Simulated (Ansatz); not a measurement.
# 1T-PtSe2 monolayer in a perpendicular field, part 2 of 2

Aim: how the 1T-PtSe2 monolayer screens a field along its normal, and what the field does to its bands. A positive field points along +c.

Ansatz 0.2.0; plane-wave DFT, PBE-D3(BJ), Ansatz PAW.

So far. Step 2 (Relaxing the slab): The lattice constant a goes from 3.750 to 3.706 Å.

### 3. Single point, field 0, start network

A sawtooth potential applies the field, turning back in the middle of the vacuum. With the dipole correction the typed value is the field outside the slab. The induced dipole is small, so the SCF threshold is tight.

The cell differs from the one that the last finished run ended in (c 35.568 → 20.649 Å).

Input file input.yaml:

```yaml
crystal:
  lattice:
    - [3.7064739404, 0.0, 0.0]
    - [-1.8532369702, 3.2099005909, 0.0]
    - [0.0, 0.0, 20.6494548003]
  atoms:
    - { symbol: Se, position: [0.6666666667, 0.3333333333, 0.4358468583] }
    - { symbol: Pt, position: [0.0, 0.0, 0.5] }
    - { symbol: Se, position: [0.3333333333, 0.6666666667, 0.5641531417] }
kpoints:
  mp_grid: { grid: [12, 12, 1] }
  band_path:
    path: [[0, 0, 0], [0.5, 0, 0], [0.33333333, 0.33333333, 0], [0, 0, 0]]
    npoints: 16
hamiltonian:
  xc: pbe
  dispersion: d3bj
scf:
  occupations: { method: fermi_dirac, width: 0.02585 }
  convergence: { dr2_threshold: 1.0e-10 }
efield:
  axis: 3
  dipole_correction: true
  ramp_position: 0.97
  ramp_width: 0.06
  amplitude: 0
output:
  dos: { projected: true, e_range: [-6, 5] }
  write_potential: true
  write_density: true
  volumetric_format: npy
  elf: true
```

Started as:

```
> ansatz run input.yaml --threads 2 --pin off --max-ram 3072MiB --backend cpu --events-out ev --progress --plain --runs-dir out
```

Numbers of over 12 decimals in the logs are rounded to 6 here.

Log:

```text
[...]
Crystal: 3 atoms, lattice volume = 245.675 Å³
Basis set: ecut = 420 eV, 4821 PW (Γ)
Bands: 30, of which v1, the nominal top of the filled ones, is band 25 counted from 1 (24 counted from 0)
Symmetry: 6 space group operations
k-points: 19 of 144 (time reversal used)
[...]
SCF iter   1: F=—  HF=-23463.248169 eV  |F-HF|=—  |Δ(HF+E_count)|=         —  Δρ=1.64e-3  dr2=7.13e-3  ethr=1.77e-3  p=-0.000 e·Å  D=-5.25e-14 V/Å  ΔV_dip=0.00 eV  dr2_dipole=1.72e-10  V_vac-E_F(+/−)=4.95/4.95 eV  ⟨swp⟩=9.0  Hψ=2713  notcnv=0
efield: sawtooth ramp at fractional position 0.9700 (set: `efield.ramp_position`, or a place that a band, a saddle search or an elastic batch's reference lends), width 0.0600; the density the first Hamiltonian is built on has a dipole p = -0.000 e·Å; the dipole correction subtracts the counter field D = -5.25e-14 V/Å, which shifts the + side's vacuum level by +0.00 eV against the − side's; the planar-averaged density in the ramp window peaks in size at 1.2e-5 e/Å³
[...]
SCF iter   2: F=—  HF=-23463.247899 eV  |F-HF|=—  |Δ(HF+E_count)|=   2.70e-4  Δρ=9.70e-4  dr2=3.94e-3  ethr=1.43e-5  p=-0.000 e·Å  D=-1.52e-6 V/Å  ΔV_dip=0.00 eV  dr2_dipole=1.12e-8  V_vac-E_F(+/−)=4.98/4.98 eV  ⟨swp⟩=2.8  Hψ=1208  notcnv=0  defer=18
[...]
SCF iter  10: F=-23463.247705 eV  HF=-23463.247705 eV  |F-HF|=7.28e-12  |Δ(HF+E_count)|=   1.57e-9  Δρ=1.09e-7  dr2=5.32e-11  ethr=1.00e-12  p=-0.000 e·Å  D=-9.15e-8 V/Å  ΔV_dip=0.00 eV  dr2_dipole=4.39e-12  V_vac-E_F(+/−)=4.95/4.95 eV  ⟨swp⟩=8.1  Hψ=2135  notcnv=0
SCF 1 converged in 10 iterations: F = -23463.247705 eV  dr2 = 5.32e-11
[...]
NSCF: frozen V_eff on 49 k-points
efield: sawtooth ramp at fractional position 0.9700 (kept from the solve that this one continues, or follows in the run), width 0.0600; the density the first Hamiltonian is built on has a dipole p = -0.000 e·Å; the dipole correction subtracts the counter field D = -9.15e-8 V/Å, which shifts the + side's vacuum level by +0.00 eV against the − side's; the planar-averaged density in the ramp window peaks in size at 1.3e-5 e/Å³
WARN: The output density's exchange-correlation potential varies sharply where the density is thin. Do not read a vacuum level from v_tot or v_xc, or from such a field of the output density. On a cell that repeats whose density bears no net charge and no dipole along the vacuum's axis use v_es (v_loc + v_h of the components); under efield.dipole_correction with no amplitude use v_es + v_field, which holds any externa [...]
SCF converged after 10 iterations
Free energy (F): -23463.247705 eV
[...]
Internal energy: -23463.247705 eV  (E = F + TS)
E sigma→0 (E₀):  -23463.247705 eV
Fermi energy:    -0.528436 eV
Dipole field:    D = 0.000002 V/Å  (p = 0.000003 e·Å, saw-weighted, corrected)
Work function:   Φ+ = 4.9534 eV   Φ− = 4.9535 eV
Levels:          The Fermi level and band energies are counted from a zero that moves with the ramp; work functions are not
[...]
--- Band table (eV; the first three rows and the last of 19) ---
  k-point 0: bands = [... 21 lower, -2.5318, -1.9028, -1.2281, -1.2281, 1.7368, 1.7368, 3.2781, 4.0002, ... 1 higher]
  k-point 1: bands = [... 21 lower, -2.7712, -1.7715, -1.2888, -1.2240, 1.2368, 1.6227, 3.5346, 4.1271, ... 1 higher]
  k-point 2: bands = [... 21 lower, -3.2190, -1.5170, -1.4317, -1.2945, 0.4070, 1.4160, 4.0719, 4.4112, ... 1 higher]
  k-point 18: bands = [... 21 lower, -3.7614, -3.5380, -2.2096, -2.2096, 0.5485, 0.5485, 4.8191, 6.8835, ... 1 higher]
```

The job ended after 13 s (2 threads of Arm Neoverse V2, shared host; peak memory 0.53 GiB; 25 s of CPU time).

In the SCF lines HF is the Harris–Foulkes energy and dr2 the Hartree energy of the density residual, in eV; the loop may stop once dr2 is under the threshold and the program's other checks hold. Hψ counts applications of the Hamiltonian.

Numbers from this step:

```
gap on the k-mesh                  : 1.379 eV
dipole along the normal            : 3.33e-6 e·Å
gap along the path                 : 1.363 eV
smallest direct gap along the path : 1.580 eV
ionisation energy, upper face      : 5.648 eV
electron affinity, upper face      : 4.286 eV
gap, the smaller of path and mesh  : 1.363 eV
```

Running mean over a fixed 2.7 Å (it still follows the layers) of the planar mean; the ramp of the sawtooth is left out. Table of electron's electrostatic potential energy less the Fermi level by z:

```
z (Å)  electron's electrostatic potential energy less the Fermi level (eV)
  3.0                                                                 4.95
  3.5                                                                 4.95
  4.0                                                                 4.95
  4.5                                                                 4.95
  5.0                                                                 4.95
  5.5                                                                 4.94
  6.0                                                                 4.91
  6.5                                                                 4.75
  7.0                                                                 4.10
  7.5                                                                 2.74
  8.0                                                                 1.09
  8.5                                                                -1.22
  9.0                                                                -4.29
  9.5                                                                -7.00
 10.0                                                                -8.08
 10.5                                                                -8.17
 11.0                                                                -7.51
 11.5                                                                -5.21
 12.0                                                                -2.09
 12.5                                                                0.505
 13.0                                                                 2.28
 13.5                                                                 3.74
 14.0                                                                 4.64
 14.5                                                                 4.88
 15.0                                                                 4.94
 15.5                                                                 4.95
 16.0                                                                 4.95
 16.5                                                                 4.95
 17.0                                                                 4.95
 17.5                                                                 4.95
```

The density of states has structure finer than the step of the table below, so its rows give means over 0.25 eV, whole bins alone (the curve runs from -6 to 2.66 eV). Peaks (eV: height): -5.830: 14.8, -5.560: 17.5, -4.400: 7.41, -4.290: 14.5, -2.970: 17.2, 0.920: 6.47, 1.530: 5.35.

Table of density of states by energy, zero at the Fermi level of the run, which the smearing sets inside the gap; means over each step:

```
energy (eV)  density of states (states/eV a cell)
      -5.75                                  4.56
      -5.50                                  8.41
      -5.25                                  2.99
      -5.00                                  2.56
      -4.75                                  1.41
      -4.50                                  4.10
      -4.25                                  5.35
      -4.00                                  2.27
      -3.75                                  2.95
      -3.50                                 0.871
      -3.25                                 0.685
      -3.00                                  7.64
      -2.75                                  2.50
      -2.50                                  1.24
      -2.25                                  1.70
      -2.00                                  3.83
      -1.75                                  2.37
      -1.50                                  2.94
      -1.25                                  3.10
      -1.00                                  3.84
      -0.75                                  2.31
      -0.50                                     0
      -0.25                                     0
       0.00                                     0
       0.25                                     0
       0.50                                     0
       0.75                                  1.17
       1.00                                  3.89
       1.25                                  2.07
       1.50                                  4.28
       1.75                                  3.31
       2.00                                  1.13
       2.25                                 0.223
       2.50                                     0
```

Projected DOS per atom over height of the atomic layer and energy from the Fermi level. Layers: Se Pt Se from below.

Ten even steps from '0' (0.00 states/eV) to '9' (3.96 states/eV), each cell a mean:
```
000
000
323
111
222
000
000
000
101
313
222
222
111
131
191
010
050
262
131
131
383
252
```
Columns: height of the atomic layer (Å) from 9 to 11.6; rows upwards: energy from the Fermi level (eV) from -5.96 to 2.59.

Electronic bands along the path, in eV, zero at the Fermi level of the run, which the smearing sets inside the gap:

```
  point  band 22  band 23  band 24  band 25  band 26  band 27  band 28  band 29
      Γ    -2.00    -1.37    -0.70    -0.70     2.27     2.27     3.81     4.53
halfway    -2.95    -1.32    -1.05    -1.00     0.68     1.85     4.83     5.24
      M    -3.01    -2.66    -2.49    -2.17     1.71     2.00     3.97     5.46
halfway    -3.06    -3.02    -1.95    -1.68     1.21     1.54     4.75     6.55
      K    -3.23    -3.01    -1.68    -1.68     1.08     1.08     5.35     7.41
halfway    -2.97    -1.60    -1.41    -0.79     1.03     1.15     5.50     5.53
      Γ    -2.00    -1.37    -0.70    -0.70     2.27     2.27     3.81     4.53
```

Electrostatic potential energy in the ca plane at fractional y = 0.000, with atoms of Pt within 0.2 Å of it. With pseudopotentials it is smooth inside the atoms' cores, unlike the true potential.

Ten even steps from '0' (-38 eV) to '9' (4 eV), each cell a mean:
```
99999999999999999999971000179999999999999999
99999999999999999999984101589999999999999999
99999999999999999999988656889999999999999999
99999999999999999998888888888899999999999999
99999999999999999998778999877899999999999999
99999999999999999998888999888899999999999999
99999999999999999999888878888999999999999999
99999999999999999999986323689999999999999999
99999999999999999999972000289999999999999999
99999999999999999999970000079999999999999999
```
Columns run along c (16.0 Å, from fractional 0.08 to 0.86 of the cell; values clipped at the 3rd and 97th percentile), rows up along a (3.7 Å). Atoms in or near the plane, at fractional coordinates: Pt at (0.50, 0.00).

Valence density in the ca plane at fractional y = 0.000, with atoms of Pt within 0.2 Å of it. It is the smooth field of the valence electrons, not physical close to the nuclei.

Ten steps, logarithmic in the rise over the least value, from '0' (0 e/Å³) to '9' (11 e/Å³), each cell a mean:
```
00000000000000000001137999631000000000000000
00000000000000000001135777431100000000000000
00000000000000000011223444322110000000000000
00000000000000000012222222222210000000000000
00000000000000000012332222233210000000000000
00000000000000000012232222232210000000000000
00000000000000000011223333322110000000000000
00000000000000000001224565422100000000000000
00000000000000000001136898631100000000000000
00000000000000000000247999731000000000000000
```
Columns run along c (16.0 Å, from fractional 0.08 to 0.86 of the cell), rows up along a (3.7 Å). Atoms in or near the plane, at fractional coordinates: Pt at (0.50, 0.00).

ELF in the ca plane at fractional y = 0.000, with atoms of Pt within 0.2 Å of it. It is the smooth field of the valence electrons, not physical close to the nuclei.

Ten even steps from '0' (0.00) to '9' (0.68), each cell a mean:
```
00000000000000000001347999743100000000000000
00000000000000000012344787443210000000000000
00000000000000001345664444466543100000000000
00000000000000014688886334688886410000000000
00000000000000125899986323689998521000000000
00000000000000125799986323689997520000000000
00000000000000012467775434577764210000000000
00000000000000000123444565444321000000000000
00000000000000000001346898643100000000000000
00000000000000000001358999853100000000000000
```
Columns run along c (16.0 Å, from fractional 0.08 to 0.86 of the cell), rows up along a (3.7 Å). Atoms in or near the plane, at fractional coordinates: Pt at (0.50, 0.00).

The gap is 1.36 eV, with the valence edge 5.65 eV and the conduction edge 4.29 eV under the upper vacuum level. Spin-orbit coupling, left out in this run, matters for the bands of elements this heavy.

### 4. Single point, field 0.1 V/Å

input.yaml, as its differences from that of step 3:

```diff
@@ -23,7 +23,6 @@
   dipole_correction: true
-  ramp_position: 0.97
-  ramp_width: 0.06
-  amplitude: 0
+  ramp_position: 0.9467
+  ramp_width: 0.1065
+  amplitude: 0.1
 output:
-  dos: { projected: true, e_range: [-6, 5] }
   write_potential: true
@@ -31,2 +30 @@
   volumetric_format: npy
-  elf: true
```

Log:

```text
[...]
Crystal: 3 atoms, lattice volume = 245.675 Å³
Basis set: ecut = 420 eV, 4821 PW (Γ)
Bands: 30, of which v1, the nominal top of the filled ones, is band 25 counted from 1 (24 counted from 0)
Symmetry: 6 space group operations
k-points: 19 of 144 (time reversal used)
[...]
k-point 0: bands = [... 21 lower, -2.5325, -1.9032, -1.2287, -1.2287, 1.7363, 1.7363, 3.2437, 3.9591, ... 1 higher]
  k-point 1: bands = [... 21 lower, -2.7718, -1.7722, -1.2892, -1.2246, 1.2363, 1.6222, 3.4828, 4.1053, ... 1 higher]
  k-point 2: bands = [... 21 lower, -3.2195, -1.5186, -1.4313, -1.2951, 0.4064, 1.4155, 3.9654, 4.4717, ... 1 higher]
  k-point 18: bands = [... 21 lower, -3.7619, -3.5385, -2.2136, -2.2067, 0.5461, 0.5498, 4.8181, 6.8557, ... 1 higher]
[key lines of the parts left out:]
SCF converged after 12 iterations
Free energy (F): -23463.249328 eV
Fermi energy:    -0.528995 eV
Dipole field:    D = 0.023915 V/Å  (p = 0.032469 e·Å, saw-weighted, corrected)
```

It took 13 s on 2 threads; peak memory 0.48 GiB.

The dipole is 0.0325 e·Å, and the gap 1.363 eV.

### 5. Single point, field -0.1 V/Å

input.yaml, as its differences from that of step 4:

```diff
@@ -25,3 +25,3 @@
   ramp_width: 0.1065
-  amplitude: 0.1
+  amplitude: -0.1
 output:
```

Log:

```text
[...]
Crystal: 3 atoms, lattice volume = 245.675 Å³
Basis set: ecut = 420 eV, 4821 PW (Γ)
Bands: 30, of which v1, the nominal top of the filled ones, is band 25 counted from 1 (24 counted from 0)
Symmetry: 6 space group operations
k-points: 19 of 144 (time reversal used)
[...]
k-point 0: bands = [... 21 lower, -2.5327, -1.9034, -1.2288, -1.2288, 1.7361, 1.7361, 3.2435, 3.9590, ... 1 higher]
  k-point 1: bands = [... 21 lower, -2.7720, -1.7723, -1.2894, -1.2247, 1.2361, 1.6221, 3.4826, 4.1052, ... 1 higher]
  k-point 2: bands = [... 21 lower, -3.2197, -1.5187, -1.4314, -1.2952, 0.4062, 1.4153, 3.9653, 4.4716, ... 1 higher]
  k-point 18: bands = [... 21 lower, -3.7620, -3.5387, -2.2137, -2.2069, 0.5460, 0.5497, 4.8180, 6.8556, ... 1 higher]
[key lines of the parts left out:]
SCF converged after 12 iterations
Free energy (F): -23463.249329 eV
Fermi energy:    -0.529153 eV
Dipole field:    D = -0.023915 V/Å  (p = -0.032469 e·Å, saw-weighted, corrected)
```

Wall time 13 s (2 threads); peak memory 0.47 GiB; 26 s of CPU time.

The dipole is -0.0325 e·Å, and the gap 1.363 eV.

### 6. Response, atoms held

This step: plane-wave DFT, PBE-D3(BJ), Ansatz PAW; response to a field along the normal, atoms held (Ansatz 0.2.0).

The dipoles give the slope, and the difference of two potentials shows where the field is screened.

This step gave:

```yaml
equivalent_conductor_thickness_p_eps_0ae: 4.938 Å
distance_between_the_outer_atoms: 2.649 Å
```

The dipole of the cell by applied field:

```
applied field (V/Å)  dipole of the cell (e·Å)
            -0.1000                   -0.0325
             0.0000                    3.3e-6
             0.1000                    0.0325
```

Local field over the applied field, running mean. From the potentials at -0.1 and 0.1 V/Å; running mean over 2.5 Å. Local field over applied field against z:

```
z (Å)  local field over applied field
  4.5                           0.998
  5.0                           0.994
  5.5                           0.984
  6.0                           0.958
  6.5                           0.899
  7.0                           0.787
  7.5                           0.631
  8.0                           0.456
  8.5                           0.284
  9.0                           0.144
  9.5                          0.0586
 10.0                          0.0188
 10.5                          0.0136
 11.0                          0.0430
 11.5                           0.112
 12.0                           0.237
 12.5                           0.403
 13.0                           0.580
 13.5                           0.744
 14.0                           0.871
 14.5                           0.945
 15.0                           0.978
 15.5                           0.992
 16.0                           0.997
 16.5                           0.999
```

Electrons, planar mean, per unit field. The induced electron density by z:

z (Å), induced electron density (e/Å³ per V/Å) and a bar from the least value:
```
     4.02    0.00000 ###############
     4.45    0.00001 ###############
     4.88    0.00002 ###############
     5.31    0.00005 ###############
     5.74    0.00012 ################
     6.17    0.00028 ################
     6.60    0.00062 ##################
     7.03    0.00129 #####################
     7.46    0.00238 ##########################
     7.89    0.00333 ##############################
     8.32    0.00246 ##########################
     8.75    0.00131 #####################
     9.18    0.00085 ###################
     9.61    0.00014 ################
    10.04   -0.00012 ##############
    10.61    0.00012 ################
    11.04   -0.00014 ##############
    11.47   -0.00085 ###########
    11.90   -0.00131 #########
    12.33   -0.00246 ####
    12.76   -0.00333 
    13.19   -0.00238 ####
    13.62   -0.00129 #########
    14.05   -0.00062 ############
    14.48   -0.00028 ##############
    14.91   -0.00012 ##############
    15.34   -0.00005 ###############
    15.77   -0.00002 ###############
    16.20   -0.00001 ###############
    16.63    0.00000 ###############
```

The smaller of the gaps on the path and on the k-mesh, counted as 0 under 0.03 eV. The gap stays at 1.36 eV for applied field from -0.1 to 0.1 V/Å.

By hand: between -0.1 and 0.1 V/Å the dipole changes by 0.06494 e·Å, a slope of 0.3247 e·Å²/V. A perfect conductor of thickness t has p = ε₀AEt, so t = 180.95 × 0.3247 / 11.897 = 4.94 Å (e/ε₀ = 180.95 V·Å, A in Å²).

The induced dipole is that of a conductor 4.94 Å thick.

### 7. Summary of results

| Item | Value |
| --- | --- |
| gap without field | 1.36 eV |
| ionisation energy, upper face | 5.65 eV |
| electron affinity, upper face | 4.29 eV |
| equivalent conductor thickness, atoms held | 4.94 Å |

In words: The induced dipole equals that of a perfect conductor 4.94 Å thick, while the outer atoms lie 2.65 Å apart; an out-of-plane ε follows only once a thickness t is chosen, by 1 − 1/ε = 4.94 Å / t. The gap stays within 0.01 eV of 1.36 eV over the fields run, up to 0.1 V/Å in size. The measured quasiparticle gap below is for a layer on a substrate, whose screening lowers it, so a free-standing Kohn-Sham gap can come near it by a cancelling of errors. Semilocal functionals give gaps that are too small, and excitons are not included. Spin-orbit coupling is left out, which matters for the bands of elements this heavy.

Computed beside measured:

```
                                                                               quantity  measured       PBE D3(BJ)
band gap (quasiparticle gap of the first layer from STS, monolayer on a substrate) (eV)         2  1.36 (-0.64 eV)
```

Measured values from arxiv:2105.03334 (2021).

**Verdict.** The band gap is off by -0.64 eV. Local and semilocal functionals usually give gaps below the measured ones. Spin-orbit coupling, left out here, can change the gap with such heavy elements. Zero-point and thermal motion shift the measured gap.

[Logs are printed without paths, hosts, clocks, repeated set-up lines and the standing remarks that a program may print on its own settings, such as how far it seeks lower states.]

[Hosts, paths, dates, database ids (printed as entryN), source tags and the programs' standing remarks are cut or masked in the printed files.]

[Maps of the electrostatic potential energy from Ansatz leave out the sawtooth potential of an applied field or a dipole correction, so their vacuum need not be flat; planar profiles and work functions include it.]

[The density of states shown here was stored with 400 of the rows of the run's finer table, so its peaks can read low, often by over a quarter, or be missed, and its means over a window can be off by a tenth or more.]
